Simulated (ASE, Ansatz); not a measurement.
## Structural relaxation of twisted Ti3C2O2 MXene bilayer, 27.80° (182 atoms)

How does twisted Ti3C2O2 MXene bilayer, 27.80° (182 atoms) relax, and what do bonds, charges and levels look like afterwards?

Method: Kohn-Sham DFT, PBE+D4, PAW (set soft_2), plane waves, in Ansatz 0.2.0.

### Step 1. The structure

The cell holds 182 atoms: 78 Ti, 52 C and 52 O. Its edges and angles: a = 10.961 Å, b = 10.961 Å, c = 30.650 Å, α = 90.0°, β = 90.0°, γ = 120.0°. It derives from Ti3C2O2 (Ti3C2O2 MXene). Ti3C2O2 MXene (a = 3.04 Å) under Ti3C2O2 MXene (a = 3.04 Å), bilayer, commensurate cell of 13 unit cells a layer, twist 27.80 deg; facing planes 2.85 Å apart; 14 Å of vacuum; layers as built, displaced by a Gaussian of 0.01 Å. Regions: layer 1, 91 atoms (39 Ti, 26 C and 26 O); layer 2, 91 atoms (39 Ti, 26 C and 26 O). Vacuum lies along c.

Limits known from the start: The main run has no spin polarisation, so moments on Ti can't form in it, and no Hubbard term.

### Step 2. Single point at the start

A single point comes first, to see the forces before anything moves.

input.yaml

```yaml
crystal:
  lattice:
    - [10.9609, 0.0, 0.0]
    - [-5.48045, 9.49242, 0.0]
    - [0.0, 0.0, 30.65]
  atoms:
    - { symbol: Ti, position: [0.99872, 0.99745, 0.34096] }
    - { symbol: C, position: [0.12737, 0.17891, 0.38256] }
    - { symbol: C, position: [0.17865, 0.05139, 0.29972] }
    - { symbol: Ti, position: [0.18017, 0.05218, 0.42366] }
    - { symbol: Ti, position: [0.12817, 0.18011, 0.25699] }
    - { symbol: O, position: [0.00143, 0.00143, 0.45308] }
    - { symbol: O, position: [8.0e-05, 0.00126, 0.22875] }
    - { symbol: Ti, position: [0.07572, 0.30726, 0.34132] }
    - { symbol: C, position: [0.20459, 0.48593, 0.3821] }
    - { symbol: C, position: [0.25546, 0.35817, 0.29928] }
    - { symbol: Ti, position: [0.25615, 0.35943, 0.42396] }
    - { symbol: Ti, position: [0.20621, 0.48747, 0.25831] }
    - { symbol: O, position: [0.0784, 0.31045, 0.45306] }
    - { symbol: O, position: [0.07708, 0.30801, 0.22798] }
    - { symbol: Ti, position: [0.15347, 0.61545, 0.34143] }
    - { symbol: C, position: [0.28328, 0.79398, 0.38207] }
    - { symbol: C, position: [0.33275, 0.66527, 0.29986] }
    - { symbol: Ti, position: [0.33271, 0.66632, 0.42433] }
    - { symbol: Ti, position: [0.28191, 0.79576, 0.2574] }
    - { symbol: O, position: [0.15375, 0.61444, 0.45398] }
    - { symbol: O, position: [0.15286, 0.61521, 0.2283] }
    - { symbol: Ti, position: [0.22945, 0.92169, 0.34085] }
    - { symbol: C, position: [0.35804, 0.1015, 0.38238] }
    - { symbol: C, position: [0.40844, 0.9735, 0.29928] }
    - { symbol: Ti, position: [0.41081, 0.97495, 0.42399] }
    - { symbol: Ti, position: [0.35921, 0.10192, 0.25759] }
    - { symbol: O, position: [0.22976, 0.92183, 0.45355] }
    - { symbol: O, position: [0.2305, 0.92358, 0.22798] }
    - { symbol: Ti, position: [0.30822, 0.2317, 0.34083] }
    - { symbol: C, position: [0.43742, 0.41072, 0.38231] }
    - { symbol: C, position: [0.4859, 0.28075, 0.29949] }
    - { symbol: Ti, position: [0.48602, 0.28261, 0.42501] }
    [... 144 atom lines left out ...]
    - { symbol: C, position: [0.89908, 0.64152, 0.70036] }
    - { symbol: C, position: [0.94941, 0.81999, 0.61728] }
    - { symbol: Ti, position: [0.94869, 0.81954, 0.74196] }
    - { symbol: Ti, position: [0.8967, 0.64097, 0.57563] }
    - { symbol: O, position: [0.07754, 0.76985, 0.77118] }
    - { symbol: O, position: [0.07608, 0.76871, 0.54733] }
kpoints:
  mp_grid: { grid: [2, 2, 1] }
hamiltonian:
  xc: pbe
  dispersion: d4
scf:
  occupations: { method: fermi_dirac, width: 0.05 }
output:
  forces: true
  populations: true
  dos:
    method: { smearing: { sigma: 0.08 } }
    de: 0.1
    projected: { site_lists: { C: [C], O: [O], Ti: [Ti] } }
  eigenvalues: true
```

Started as:

```
$ ansatz run input.yaml --threads 32 --pin off --max-ram 143360MiB --backend cuda --events-out ev --progress --plain --runs-dir out
```

Numbers of over 12 decimals in the logs are rounded to 6 here.

What it wrote:

```text
Engine: ansatz 0.2.0, aarch64-unknown-linux-gnu
Pseudopotentials: kind: paw
Pseudopotential: Ti, paw, valence charge 12, recommended cutoff 420 eV (normal), Ti.paw.azcp
Pseudopotential: C, paw, valence charge 4, recommended cutoff 420 eV (normal), C.paw.azcp
Pseudopotential: O, paw, valence charge 6, recommended cutoff 420 eV (normal), O.paw.azcp
[... 5 lines on functional and potentials left out ...]
device memory: the entry about to start is reckoned to put 55.1 GiB on a device that reports 182.5 GiB free
GPU FFT provider: cuFFT
GPU libraries: cuBLAS 13.8.1, cuFFT 12.4.0, cuSOLVER 12.3.2
GPU matrix products: emulated (plane waves: as basis.precision tells), large ones in fixed point in workspaces of 1.00 GiB
Crystal: 182 atoms, lattice volume = 3188.994 Å³
Basis set: ecut = 420 eV, 62335 PW (Γ), exchange–correlation on 150×150×432 points (8 copies of the dense FFT grid, shifted against one another)
Bands: 910, of which v1, the nominal top of the filled ones, is band 728 counted from 1 (727 counted from 0)
Symmetry: 1 space group operations
Space group: P1 (ITA 1), of the structure as read, at distance tolerance 1.5e-4 Å
k-points: 4
[... 7 lines on functional and potentials left out ...]
Initial density: superposition of atomic densities (neutral atoms: chi_scale 0, normalization atom), corrected by the library's trained network
Initial wavefunctions: pseudopotential atomic-orbital guess
GPU buffer pool allocated for 1215000 grid points (all kernels)
GPU transforms: local potential and band sums: pruned to the plane-wave sphere, on 75×75×216
Functional: x = pbe(κ = 0.804, μ = 0.219515), c = pbe(β = 0.066725)
SCF iter   1: F=—  HF=-237746.956531 eV  |F-HF|=—  |Δ(HF+E_count)|=         —  Δρ=6.74e-3  dr2=6.19e0  ethr=1.77e-3  ⟨swp⟩=6.0  Hψ=15202  notcnv=0  defer=292
preconditioner: auto → LDOS  [insulator: Δε(μ)=0.189 eV  Ē_g=8.181 eV  σ=0.050 eV  W_gap=0.60  n_scr=712 (ndim 8)  ℏωp=19.0 eV  f_vac=0.402  D(μ)=18.71/eV (n_scr^D=52)  ε∞_Penn≈6.4  β→1.0]
SCF iter   2: F=—  HF=-237747.726478 eV  |F-HF|=—  |Δ(HF+E_count)|=   7.70e-1  Δρ=1.05e-2  dr2=1.37e1  ethr=4.25e-4  ⟨swp⟩=4.0  Hψ=5812  notcnv=0  defer=478
SCF iter   3: F=—  HF=-237746.503048 eV  |F-HF|=—  |Δ(HF+E_count)|=    1.22e0  Δρ=3.24e-3  dr2=1.40e0  ethr=4.25e-4  ⟨swp⟩=3.0  Hψ=4380  notcnv=0  defer=478
SCF iter   4: F=—  HF=-237746.404495 eV  |F-HF|=—  |Δ(HF+E_count)|=   9.86e-2  Δρ=7.24e-4  dr2=2.72e-2  ethr=9.60e-5  ⟨swp⟩=2.0  Hψ=4502  notcnv=0  defer=490
SCF iter   5: F=—  HF=-237746.388458 eV  |F-HF|=—  |Δ(HF+E_count)|=   1.60e-2  Δρ=3.35e-4  dr2=4.68e-3  ethr=1.86e-6  ⟨swp⟩=3.8  Hψ=8137  notcnv=0  defer=490
SCF iter   6: F=—  HF=-237746.395994 eV  |F-HF|=—  |Δ(HF+E_count)|=   7.54e-3  Δρ=8.97e-5  dr2=2.42e-4  ethr=3.21e-7  ⟨swp⟩=2.0  Hψ=4522  notcnv=0  defer=490
SCF iter   7: F=—  HF=-237746.385936 eV  |F-HF|=—  |Δ(HF+E_count)|=   1.01e-2  Δρ=5.14e-5  dr2=1.31e-4  ethr=1.66e-8  ⟨swp⟩=3.0  Hψ=6846  notcnv=0  defer=490
SCF iter   8: F=—  HF=-237746.394811 eV  |F-HF|=—  |Δ(HF+E_count)|=   8.88e-3  Δρ=1.64e-5  dr2=9.78e-6  ethr=9.00e-9  ⟨swp⟩=2.0  Hψ=5328  notcnv=0  defer=490
SCF iter   9: F=—  HF=-237746.395222 eV  |F-HF|=—  |Δ(HF+E_count)|=   4.11e-4  Δρ=5.91e-6  dr2=1.06e-6  ethr=6.71e-10  ⟨swp⟩=3.0  Hψ=5635  notcnv=0  defer=490
SCF iter  10: F=-237746.395223 eV  HF=-237746.395223 eV  |F-HF|=3.43e-7  |Δ(HF+E_count)|=   7.98e-7  Δρ=2.07e-6  dr2=9.30e-8  ethr=6.87e-12  ⟨swp⟩=12.5  Hψ=19543  notcnv=0
SCF 1 converged in 10 iterations: F = -237746.395223 eV  dr2 = 9.30e-8
  greatest PAW one-centre occupation: 0.999 electrons in one spin orbital (limit 2), on the Ti atom at site 52 (counted from 0), in its partial waves of l = 0
SCF converged after 10 iterations
Free energy (F): -237746.395223 eV
Harris-Foulkes:  -237746.395223 eV  (|F-HF|=3.43e-7)
Internal energy: -237746.239496 eV  (E = F + TS)
E sigma→0 (E₀):  -237746.317359 eV
Entropy (-TS):   -0.155728 eV (-0.856 meV/atom)
Fermi energy:    5.125225 eV
--- Per-component energies (eV) ---
  E_band       = -22244.922432
  E_kinetic    = 35035.188313
  E_local      = -1506951.514498  (includes V_loc(G=0)·N_el)
  E_nonlocal   = 4228.254489
  E_hartree    = 739205.904162
  E_xc         = -14065.307864
  E_vxc        = -17676.133677  (∫ρ·V_xc dr)
  E_paw        = -94933.960221  (= ΣΔE_a)
  E_vpaw       = -15292.639431  (= ΣTr[D̂ρ^β])
  E_aug_tail   = 0.139994  (compensation charges beyond the density's cutoff)
  E_ewald      = 599773.963373
  E_disp       = -38.907244  (pairwise vdW)
  E_smearing   = -0.155728  (= −TS)
  E_closure    = 0.000000  (closes the sum)
  Σ components = -237746.395223   (vs F -237746.395223, Δ=0.00e0)
--- Forces (eV/Å), atoms counted from 1 ---
[... 182 lines of forces left out ...]
  max |Σ_I F_I| component: 6.19e-6 eV/Å
--- Band table (eV) ---
[... left out ...]
--- Löwdin populations: 182 sites ---
  site symbol       q [e]
[... 182 lines, one an atom, left out ...]
  spilling = 0.003366 (of n_electrons = 1456.000000)
```

Elapsed: 7 s, on 1 × NVIDIA GB200 with 32 threads of Arm Neoverse V2, shared host; peak memory 6.4 GiB.

That memory is the host's; the program planned up to 55.1 GiB on the GPU. Forces of this run were stored rounded, and per-atom blocks of the log weren't kept.

Read from the output:

```
free energy                             : -237746.3952 eV
free energy per atom                    : -1306.2989 eV/atom
SCF cycles                              : 10
r.m.s. force component                  : 0.2516 eV/Å
longest force                           : 0.915 eV/Å
Fermi energy                            : 5.125 eV
levels partly filled by over 2 per cent : 18
spilling of the projection              : 0.003366
```

The r.m.s. force component of 0.25 eV/Å sets the starting point.

Length of the force by element:

```csv
element,coordination,atoms,mean length of the force (eV/Å),spread,least,most
C,all,52,0.597,0.133,0.313,0.915
O,all,52,0.186,0.0949,0.0293,0.495
Ti,all,78,0.380,0.142,0.116,0.745
```

### Step 3. Relaxation

The atoms are relaxed in the fixed cell, aiming at the force tolerance of the input.

input.yaml, the sections that differ from step 2:

```yaml
output:
  forces: true
relax:
  f_tol: 0.05
  max_steps: 102
# crystal, kpoints, hamiltonian, scf: as in step 2
```

What it wrote:

```text
[...]
GPU FFT provider: cuFFT
GPU libraries: cuBLAS 13.8.1, cuFFT 12.4.0, cuSOLVER 12.3.2
[...]
Crystal: 182 atoms, lattice volume = 3188.994 Å³
Basis set: ecut = 420 eV, 62335 PW (Γ), exchange–correlation on 150×150×432 points (8 copies of the dense FFT grid, shifted against one another)
Bands: 910, of which v1, the nominal top of the filled ones, is band 728 counted from 1 (727 counted from 0)
Symmetry: 1 space group operations
[...]
k-points: 4
[...]
GPU buffer pool allocated for 1215000 grid points (all kernels)
[...]
SCF iter   1: F=—  HF=-237746.956516 eV  |F-HF|=—  |Δ(HF+E_count)|=         —  Δρ=6.74e-3  dr2=6.19e0  ethr=1.77e-3  ⟨swp⟩=6.0  Hψ=15202  notcnv=0  defer=292
[...]
SCF iter   8: F=-237746.395217 eV  HF=-237746.395221 eV  |F-HF|=4.67e-6  |Δ(HF+E_count)|=   1.20e-5  Δρ=1.59e-5  dr2=9.07e-6  ethr=4.29e-9  ⟨swp⟩=2.5  Hψ=12332  notcnv=0
SCF 1 converged in 8 iterations: F = -237746.395217 eV  dr2 = 9.07e-6
[...]
relax step   1: F+E_penalty+E_count = -237746.39521681 eV  Δ(F+E_penalty+E_count) = +0.000e0 eV  max|allowed force component| = 8.472e-1 eV/Å  Δτ_max = 0.0000 Å  (8 SCF iters, dr2 threshold 6.25e-5 eV, accepted)
[...]
relax step   2: F+E_penalty+E_count = -237747.02157145 eV  Δ(F+E_penalty+E_count) = -6.264e-1 eV  max|allowed force component| = 2.697e-1 eV/Å  Δτ_max = 0.0619 Å  (7 SCF iters, dr2 threshold 4.49e-5 eV, accepted)
[...]
relax step   3: F+E_penalty+E_count = -237747.14007916 eV  Δ(F+E_penalty+E_count) = -1.185e-1 eV  max|allowed force component| = 2.305e-2 eV/Å  Δτ_max = 0.0297 Å  (7 SCF iters, dr2 threshold 4.54e-6 eV, accepted)
[...]
relax step   4: F+E_penalty+E_count = -237747.14007986 eV  Δ(F+E_penalty+E_count) = -7.059e-7 eV  max|allowed force component| = 2.304e-2 eV/Å  Δτ_max = 0.0000 Å  (4 SCF iters, accepted)
SCF converged after 4 iterations
Free energy (F): -237747.140080 eV
[...]
Internal energy: -237746.979005 eV  (E = F + TS)
E sigma→0 (E₀):  -237747.059542 eV
Entropy (-TS):   -0.161075 eV (-0.885 meV/atom)
Fermi energy:    5.205435 eV
[...]
--- Forces (eV/Å), atoms counted from 1 ---
[... 182 lines of forces left out ...]
  max |Σ_I F_I| component: 2.04e-5 eV/Å
--- Relaxed structure (4 steps of the walk, 4 accepted, 0 SCFs on fresh bases) ---
  F+E_penalty+E_count = -237747.14007986 eV   max|allowed force component| = 2.304e-2 eV/Å
  atoms:
[... 182 atom lines left out ...]
```

Run time: 12 s. Hardware: 1 × NVIDIA GB200 with 32 threads; peak memory 1.9 GiB.

That memory is the host's; the program planned up to 53.2 GiB on the GPU.

Step by step:

```
step  energy less that of the first step (eV)  largest force component (eV/Å)
   1                                   0.0000                          0.8472
   2                                  -0.6264                          0.2697
   3                                  -0.7449                          0.0231
   4                                  -0.7449                          0.0230
```

The atoms that moved most (Å):

| atom | dx | dy | dz | length |
| --- | --- | --- | --- | --- |
| C66 | -0.017 | 0.008 | 0.064 | 0.067 |
| C93 | -0.005 | 0.003 | -0.059 | 0.059 |
| C45 | 0.003 | 0.010 | 0.058 | 0.059 |
| C121 | -0.005 | 0.011 | -0.056 | 0.057 |
| C52 | -0.015 | 0.003 | 0.054 | 0.056 |
| C24 | 0.015 | 0.008 | 0.053 | 0.056 |
| C10 | 0.005 | 0.008 | 0.053 | 0.054 |
| C80 | 0.004 | 0.012 | 0.051 | 0.053 |

The relaxation changed the energy by -4.09 meV/atom, and atoms moved by 0.031 Å r.m.s., 0.067 Å at most.

### Step 4. Distances and neighbours after relaxation

Bonds before and after, by the cutoffs listed below:

```
pair  bonds before  bonds after  mean before (Å)  mean after (Å)  spread before (Å)  spread after (Å)
Ti-C           312          312            2.169           2.170              0.015             0.019
Ti-O           156          156            1.972           1.971              0.013             0.002
```

Normalised to the volume that the atoms fill. g(r), total and by pair (bins of 0.2 Å):

| r (Å) | total | Ti-Ti | Ti-C | Ti-O | C-C | C-O | O-O |
| --- | --- | --- | --- | --- | --- | --- | --- |
| 1.90 | 1.86 | 0.00 | 0.00 | 7.60 | 0.00 | 0.00 | 0.00 |
| 2.10 | 3.06 | 0.00 | 12.55 | 0.00 | 0.00 | 0.00 | 0.00 |
| 2.30 | 0.00 | 0.00 | 0.00 | 0.00 | 0.00 | 0.00 | 0.00 |
| 2.50 | 0.00 | 0.00 | 0.00 | 0.00 | 0.00 | 0.00 | 0.00 |
| 2.70 | 0.00 | 0.00 | 0.00 | 0.00 | 0.00 | 0.00 | 0.00 |
| 2.90 | 0.95 | 0.00 | 0.00 | 0.00 | 0.00 | 5.55 | 0.47 |
| 3.10 | 3.96 | 10.62 | 0.00 | 0.00 | 14.55 | 0.00 | 10.04 |
| 3.30 | 0.03 | 0.00 | 0.00 | 0.00 | 0.00 | 0.00 | 0.32 |
| 3.50 | 0.25 | 0.00 | 0.00 | 0.83 | 0.00 | 0.00 | 0.54 |
| 3.70 | 1.79 | 0.00 | 4.88 | 2.34 | 0.00 | 0.00 | 0.24 |
| 3.90 | 0.07 | 0.00 | 0.08 | 0.23 | 0.00 | 0.00 | 0.00 |
| 4.10 | 0.53 | 0.00 | 0.00 | 0.20 | 0.00 | 2.61 | 0.61 |
| 4.30 | 0.63 | 2.11 | 0.00 | 0.12 | 2.38 | 0.00 | 0.18 |
| 4.50 | 0.74 | 0.00 | 0.00 | 3.04 | 0.00 | 0.00 | 0.00 |
| 4.70 | 0.77 | 0.14 | 0.00 | 2.83 | 0.00 | 0.00 | 0.62 |
| 4.90 | 1.90 | 0.09 | 7.60 | 0.10 | 0.00 | 0.01 | 0.00 |
| 5.10 | 0.96 | 0.06 | 0.00 | 0.22 | 0.00 | 5.39 | 0.13 |
| 5.30 | 1.90 | 5.62 | 0.00 | 0.12 | 6.40 | 0.18 | 3.56 |
| 5.50 | 0.13 | 0.25 | 0.00 | 0.15 | 0.00 | 0.17 | 0.23 |
| 5.70 | 0.10 | 0.12 | 0.00 | 0.14 | 0.00 | 0.21 | 0.10 |
| 5.90 | 0.33 | 0.04 | 0.07 | 0.13 | 0.00 | 1.49 | 0.39 |
| 6.10 | 0.90 | 2.19 | 0.12 | 0.15 | 2.41 | 0.23 | 2.41 |
| 6.30 | 1.04 | 0.12 | 0.11 | 3.90 | 0.00 | 0.13 | 0.18 |
| 6.50 | 1.25 | 0.07 | 4.37 | 0.19 | 0.00 | 0.60 | 0.32 |
| 6.70 | 0.78 | 0.08 | 0.10 | 0.31 | 0.56 | 3.72 | 0.15 |
| 6.90 | 1.21 | 2.59 | 0.14 | 2.06 | 1.36 | 0.25 | 0.45 |
| 7.10 | 0.83 | 0.10 | 2.41 | 0.73 | 0.00 | 0.20 | 0.13 |
| 7.30 | 0.32 | 0.23 | 0.08 | 0.32 | 0.13 | 0.91 | 0.19 |

Bonds by pair of elements; cutoffs follow the first minimum of g(r), held within bounds set by covalent radii, and pairs that aren't listed don't count as bonded (cutoffs were set anew for this text, so counts can differ from the run's own analysis):

```
pair A-B  cutoff (Å)  bonds  mean length (Å)  spread (Å)  shortest (Å)  B about A  A about B
    Ti-C        2.58    312             2.17       0.019          2.15          4          6
    Ti-O        2.38    156             1.97       0.002          1.96          2          3
```

How many atoms have how many bonded neighbours:

| element | mean | 3 | 6 |
| --- | --- | --- | --- |
| C | 6 | 0 | 52 |
| O | 3 | 52 | 0 |
| Ti | 6 | 0 | 78 |

Bond angles, per cent of each kind in bins of 5°:

```
angle (°)  Ti-C-Ti  C-Ti-C  C-Ti-O  O-Ti-O  Ti-O-Ti
    80–85      0.0     0.0     9.8     0.0      0.0
    85–90     40.0    57.1    56.8     0.0      0.0
    90–95     40.0    28.6     0.0     0.0      0.0
   95–100      0.0     0.0     0.0     0.0      0.0
  100–105      0.0     0.0     0.0   100.0    100.0
  105–110      0.0     0.0     0.0     0.0      0.0
  110–115      0.0     0.0     0.0     0.0      0.0
  115–120      0.0     0.0     0.0     0.0      0.0
  120–125      0.0     0.0     0.0     0.0      0.0
  125–130      0.0     0.0     0.0     0.0      0.0
  130–135      0.0     0.0     0.0     0.0      0.0
  135–140      0.0     0.0     0.0     0.0      0.0
  140–145      0.0     0.0     0.0     0.0      0.0
  145–150      0.0     0.0     0.0     0.0      0.0
  150–155      0.0     0.0     0.0     0.0      0.0
  155–160      0.0     0.0     0.0     0.0      0.0
  160–165      0.0     0.0     0.0     0.0      0.0
  165–170      0.0     0.0     0.0     0.0      0.0
  170–175      0.0     0.0    33.3     0.0      0.0
  175–180     20.0    14.3     0.0     0.0      0.0
```

Bond angles (no mean is given where the spread exceeds 20°):

| angle | count | mean (°) | spread (°) |
| --- | --- | --- | --- |
| Ti-C-Ti | 780 | - | - |
| C-Ti-C | 546 | - | - |
| C-Ti-O | 468 | - | - |
| O-Ti-O | 156 | 101 | 0.1 |
| Ti-O-Ti | 156 | 101 | 0.1 |

With the cutoffs above, all C atoms have 6, all O atoms have 3 and all Ti atoms have 6 bonded neighbours.

(Part 1 of 2 ends here.)

[Logs are printed without paths, hosts, clocks, repeated set-up lines and the standing remarks that a program may print on its own settings, such as how far it seeks lower states.]

[Hosts, paths, dates, database ids (printed as entryN), source tags and the programs' standing remarks are cut or masked in the printed files.]
